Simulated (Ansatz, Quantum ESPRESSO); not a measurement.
## Pt (Fm-3m): electron–phonon coupling with Quantum ESPRESSO

Aim: mode couplings and λ of Pt (Fm-3m) by double-delta sums in Quantum ESPRESSO. The first relaxation steps of the session are not shown, so no cell shown is the starting entry, unless a step says so.

Method: DFT PBE, scalar-relativistic, plane waves, PAW, in the first sound run; inputs show where later runs differ, in Ansatz 0.2.0 and Quantum ESPRESSO 7.5.

This is a report of a sequence of runs, with most program output left out.

## 1. The cell after earlier relaxation steps

Symmetry: Fm-3m, No. 225, cubic system. The conventional cell has a = 3.967 Å, b = 3.967 Å, c = 3.967 Å, α = 90.00°, β = 90.00°, γ = 90.00°. Pt has 12 Pt at 2.81 Å nearest.

## 2. Relaxation

Lattice constant and positions set the bands and the force constants, so the cell is relaxed first. Earlier relaxation steps are not shown.

input.yaml reads:

```yaml
crystal:
  lattice:
    - [0.0, 1.9836410159, 1.9836410159]
    - [1.9836410159, 0.0, 1.9836410159]
    - [1.9836410159, 1.9836410159, 0.0]
  atoms:
    - { symbol: Pt, position: [0.0, 0.0, 0.0] }
kpoints:
  mp_grid: { grid: [12, 12, 12] }
hamiltonian:
  xc: pbe
scf:
  occupations: { method: gaussian, width: 0.1 }
output:
  forces: true
  stress: true
  eigenvalues: true
relax:
  adjacent_minimum: "off"
  f_tol: 0.005
  max_steps: 80
  cell: { stress_tol: 0.05 }
```

On the command line:

```console
$ ansatz run input.yaml --threads 4 --pin off --max-ram 8192MiB --backend cpu --events-out ev --progress --plain --runs-dir out
```

Elapsed: 1.3 s, on 4 threads of Intel Xeon 6975P-C (Granite Rapids), shared host; peak memory 0.33 GiB; 3.4 s of CPU time.

Little changed from the start: no atom moved by 0.005 Å and no cell edge by 0.1 %.

Numbers from this step:

```
pressure          : -0.008239 GPa
volume per atom   : 15.65 Å³
metallic on mesh  : yes
gap on the k-mesh : 0 eV
```

The largest force is now zero by symmetry and the largest stress component 0.0082 GPa.

## 3. Second program, ground state

ph.x needs a tightly converged ground state on the same k mesh; the cell is that of the step before.

This step: DFT PBE, scalar-relativistic, plane waves, GBRV ultrasoft pseudopotentials (Quantum ESPRESSO 7.5).

pw.in reads:

```
 &control
    calculation='scf',
    prefix='x',
    outdir='./tmp',
    pseudo_dir='./pseudo',
    tprnfor=.true.,
    tstress=.true.,
 /
 &system
    ibrav=0,
    nat=1,
    ntyp=1,
    ecutwfc=45.0,
    ecutrho=360.0,
    occupations='smearing',
    smearing='fd',
    degauss=0.00734986,
    nbnd=15,
 /
 &electrons
    conv_thr=1.0d-11,
    mixing_beta=0.5,
 /
ATOMIC_SPECIES
 Pt    195.0840  Pt.upf
CELL_PARAMETERS angstrom
     0.000000000    1.985426503    1.985426503
     1.985426503    0.000000000    1.985426503
     1.985426503    1.985426503    0.000000000
ATOMIC_POSITIONS crystal
 Pt     0.000000000   0.000000000   0.000000000
K_POINTS automatic
 12 12 12 0 0 0
```

On the command line:

```console
$ OMP_NUM_THREADS=1 mpirun -n 4 pw.x -nk 4 -in pw.in > pw.x.log
```

The job ended after 4 s (4 MPI ranks; 15 s of CPU time).

Numbers from this step:

* pressure: -0.842 GPa

With these potentials, mesh and smearing the cell is at -0.84 GPa.

## 4. Phonons and couplings with ph.x: Fermi–Dirac smearing of 0.1 eV

ph.x gives each mode's frequency and linewidth; λ of a mode follows from Gaussian double-delta sums over the k mesh, here at four widths.

ph.in reads:

```
phonons and couplings
 &inputph
    prefix='x',
    outdir='./tmp',
    tr2_ph=1.0d-15,
    fildyn='x.dyn',
    fildvscf='dvscf',
    ldisp=.true.,
    nq1=3,
    nq2=3,
    nq3=3,
    electron_phonon='simple',
    el_ph_ngauss=0,
    el_ph_sigma=0.00734986,
    el_ph_nsigma=4,
    alpha_mix(1)=0.5,
    amass(1)=195.084,
 /
```

On the command line:

```console
$ OMP_NUM_THREADS=1 mpirun -n 4 ph.x -nk 4 -in ph.in > ph.x.log
```

The job ended after 4 min (4 MPI ranks).

Numbers from this step:

| Quantity | Value |
| --- | --- |
| highest frequency, solved or plainly interpolated | 157.8 cm⁻¹ |
| omega log against width | 12.55, 12.58, 12.62, 12.77 meV, at widths 0.1 to 0.4 eV |

As ph.x prints them, no sum rule imposed; at the zone centre the sum is no linewidth. Double-delta sums:

```csv
q1,q2,q3,star,mode,omega (meV),"lambda_q, sigma 0.1 eV","lambda_q, sigma 0.2 eV","lambda_q, sigma 0.3 eV","lambda_q, sigma 0.4 eV",half width at sigma 0.2 (meV)
0,0,0,1,1,0.3484,0,0,0,0,8.27e-5
0,0,0,1,2,0.3484,0,0,0,0,8.27e-5
0,0,0,1,3,0.3484,0,0,0,0,8.27e-5
0,0,0.3333,8,1,8.68,0.2233,0.1608,0.151,0.1411,0.03313
0,0,0.3333,8,2,8.68,0.2233,0.1608,0.151,0.1411,0.03313
0,0,0.3333,8,3,19.52,0.0596,0.0503,0.0469,0.0447,0.0524
0,0.3333,0.3333,6,1,12.23,0.1458,0.0781,0.0781,0.0854,0.03189
0,0.3333,0.3333,6,2,12.23,0.1458,0.0781,0.0781,0.0854,0.03189
0,0.3333,0.3333,6,3,19.56,0.1091,0.0762,0.0745,0.0706,0.07974
0,0.3333,-0.3333,12,1,12.33,0.244,0.1384,0.1214,0.1216,0.05749
0,0.3333,-0.3333,12,2,18.02,0.0852,0.0619,0.0608,0.0673,0.05496
0,0.3333,-0.3333,12,3,18.53,0.117,0.0797,0.0753,0.08,0.07473
```

Mean over the q mesh without its centre; few wavevectors enter, so none of the widths can be taken as converged. The coupling constant λ, lambda by Gaussian width:

```csv
Gaussian width (eV),"coupling constant λ, lambda"
0.100,0.454
0.200,0.297
0.300,0.279
0.400,0.280
```

λ runs from 0.454 at 0.1 eV to 0.280 at 0.4 eV.

## 5. Deformation potentials: PseudoDojo files, cutoff 1142.88 eV, Fermi–Dirac smearing of 0.1 eV

The exported deformation potentials allow the same Gaussian double-delta sums that other programs print.

This step: DFT PBE, scalar-relativistic, plane waves, PseudoDojo norm-conserving pseudopotentials (Ansatz 0.2.0).

input.yaml reads:

```yaml
crystal:
  lattice:
    - [0.0, 1.9854265035, 1.9854265035]
    - [1.9854265035, 0.0, 1.9854265035]
    - [1.9854265035, 1.9854265035, 0.0]
  atoms:
    - { symbol: Pt, position: [0.0, 0.0, 0.0] }
kpoints:
  mp_grid: { grid: [10, 10, 10] }
hamiltonian:
  xc: pbe
  pseudopotentials: { kind: nc, accuracy: standard }
scf:
  occupations: { method: fermi_dirac, width: 0.1 }
  n_extra_bands: 10
output:
  eigenvalues: true
basis:
  ecutwfc: 1142.878
phonons:
  method: dfpt
  qmesh: [2, 2, 2]
  temperatures: { t_max: 1000, t_step: 50 }
  qpath:
    path:
      - [[0.0, 0.0, 0.0], [0.5, 0.0, 0.5], [0.625, 0.25, 0.625]]
      - [[0.375, 0.375, 0.75], [0.0, 0.0, 0.0], [0.5, 0.5, 0.5], [0.5, 0.25, 0.75], [0.5, 0.0, 0.5]]
    npoints: 10
  electron_phonon_deformation_potentials: { window_half_width: 2.5 }
```

On the command line:

```console
$ ansatz run input.yaml --threads 4 --pin off --max-ram 8192MiB --backend cpu --events-out ev --progress --plain --runs-dir out
```

The job ended after 14 s (4 threads; peak memory 1.4 GiB; 46 s of CPU time).

Numbers from this step:

```yaml
zero_point_energy: 0.02210 eV/cell
share_of_imaginary_modes_in_the_plain_interpolation_between_solved_wavevectors: 0
highest_frequency_solved_or_plainly_interpolated: 183.1 cm⁻¹
debye_temperature_second_moment: 230 K
```

Allen's double-delta sum on the run's k mesh, delta = exp(-(x/sigma)^2)/(sigma sqrt(pi)); at the zone centre the sum is no linewidth. Double-delta sums:

```csv
q1,q2,q3,star,mode,omega (meV),"lambda_q, sigma 0.05 eV","lambda_q, sigma 0.1 eV","lambda_q, sigma 0.2 eV","lambda_q, sigma 0.3 eV","lambda_q, sigma 0.4 eV",half width at sigma 0.2 (meV),<D²> at sigma 0.2 ((eV/Å)²),nesting at sigma 0.2 (1/eV²)
0,0,-0.5,4,1,10.6,0.0161,0.03281,0.06871,0.08833,0.09848,0.0222,0.4157,0.7932
0,0,-0.5,4,2,10.6,0.0161,0.03281,0.06871,0.08833,0.09848,0.0222,0.4157,0.7932
0,0,-0.5,4,3,22.7,3.60e-6,0.003663,0.01693,0.02212,0.02374,0.0251,0.4702,0.7932
0,-0.5,-0.5,3,1,14.54,0.01068,0.1039,0.1756,0.1733,0.1554,0.1068,1.267,1.252
0,-0.5,-0.5,3,2,14.54,0.01068,0.1039,0.1756,0.1733,0.1554,0.1068,1.267,1.252
0,-0.5,-0.5,3,3,21.86,0.0117,0.05773,0.07218,0.06757,0.06308,0.09924,1.177,1.252
```

Mean over the q mesh without its centre; few wavevectors enter, so none of the widths can be taken as converged. Coupling constant λ, lambda against Gaussian width:

```csv
Gaussian width (eV),"coupling constant λ, lambda"
0.050,0.0326
0.100,0.153
0.200,0.270
0.300,0.291
0.400,0.286
```

Among the solved wavevectors the lowest mode, translations apart, is 85.5 cm⁻¹, so these are real on this k mesh.

## 6. Second program, ground state

This step: DFT PBE, scalar-relativistic, plane waves, PseudoDojo norm-conserving pseudopotentials (Quantum ESPRESSO 7.5).

Edit pw.in of step 3 so:

```diff
@@ -12,4 +12,4 @@
     ntyp=1,
-    ecutwfc=45.0,
-    ecutrho=360.0,
+    ecutwfc=84.0,
+    ecutrho=336.0,
     occupations='smearing',
@@ -17,3 +17,3 @@
     degauss=0.00734986,
-    nbnd=15,
+    nbnd=16,
  /
@@ -32,2 +32,2 @@
 K_POINTS automatic
- 12 12 12 0 0 0
+ 10 10 10 0 0 0
```

On the command line:

```console
$ OMP_NUM_THREADS=1 mpirun -n 4 pw.x -nk 4 -in pw.in > pw.x.log
```

Elapsed: 5.3 s, on 4 MPI ranks; 18 s of CPU time.

This step gave:

```
pressure : -0.09000 GPa
```

With these potentials, mesh and smearing the cell is at -0.090 GPa.

## 7. Phonons and couplings with ph.x: Fermi–Dirac smearing of 0.1 eV (run 2)

Edit ph.in of step 4 so:

```diff
@@ -8,5 +8,5 @@
     ldisp=.true.,
-    nq1=3,
-    nq2=3,
-    nq3=3,
+    nq1=2,
+    nq2=2,
+    nq3=2,
     electron_phonon='simple',
```

On the command line:

```console
$ OMP_NUM_THREADS=1 mpirun -n 4 ph.x -nk 4 -in ph.in > ph.x.log
```

Wall time 1.7 min (4 MPI ranks).

Numbers from this step:

```yaml
omega_log_against_width: 14.46, 14.11, 13.83, 13.62 meV, at widths 0.1 to 0.4 eV
```

As ph.x prints them, no sum rule imposed; at the zone centre the sum is no linewidth. Double-delta sums:

```csv
q1,q2,q3,star,mode,omega (meV),"lambda_q, sigma 0.1 eV","lambda_q, sigma 0.2 eV","lambda_q, sigma 0.3 eV","lambda_q, sigma 0.4 eV",half width at sigma 0.2 (meV)
0,0,0,1,1,0.4252,0,0,0,0,1.24e-4
0,0,0,1,2,0.4252,0,0,0,0,1.24e-4
0,0,0,1,3,0.4252,0,0,0,0,1.24e-4
0,0,0.5,4,1,10.59,0.0328,0.0688,0.0884,0.0986,0.02221
0,0,0.5,4,2,10.59,0.0328,0.0688,0.0884,0.0986,0.02221
0,0,0.5,4,3,22.7,0.0037,0.0169,0.0221,0.0237,0.0251
0,0.5,0.5,3,1,14.53,0.1039,0.1756,0.1734,0.1554,0.1068
0,0.5,0.5,3,2,14.53,0.1039,0.1756,0.1734,0.1554,0.1068
0,0.5,0.5,3,3,21.86,0.0577,0.0722,0.0675,0.0631,0.09926
```

Mean over the q mesh without its centre; few wavevectors enter, so none of the widths can be taken as converged. Table of coupling constant λ, lambda by Gaussian width:

```csv
Gaussian width (eV),"coupling constant λ, lambda"
0.100,0.153
0.200,0.270
0.300,0.291
0.400,0.286
```

λ runs from 0.153 at 0.1 eV to 0.286 at 0.4 eV.

## 8. What came out

| Quantity | Value |
| --- | --- |
| phonon run of the rows without a label of their own | PBE, q 2×2×2, k 10×10×10 |
| coupling λ by Gaussian sums at 0.2 eV, Quantum ESPRESSO, GBRV, cutoff 612 eV, q 3×3×3, k 12×12×12 | 0.297 |
| coupling λ by Gaussian sums at 0.2 eV, Ansatz, PseudoDojo, cutoff 1143 eV, q 2×2×2, k 10×10×10 | 0.270 |
| coupling λ by Gaussian sums at 0.2 eV, Quantum ESPRESSO, PseudoDojo, cutoff 1143 eV, q 2×2×2, k 10×10×10 | 0.270 |

What this shows: Under gradient-corrected functionals ph.x can misplace modes where the density is low; no frozen-phonon run checks these frequencies. With the same potentials, cutoff and meshes the two programs' mean λ differ by under 0.1 % over the four widths. In the last run that gave them, λ from the Gaussian sums still varies by a factor of 1.9 between widths of 0.1 and 0.4 eV; these sums hold few wavevectors and leave out the zone centre. Spin–orbit coupling, left out here, matters for Pt.

[Logs are printed without paths, hosts, clocks, repeated set-up lines and the standing remarks that a program may print on its own settings, such as how far it seeks lower states.]

[Hosts, paths, dates, database ids (printed as entryN), source tags and the programs' standing remarks are cut or masked in the printed files.]
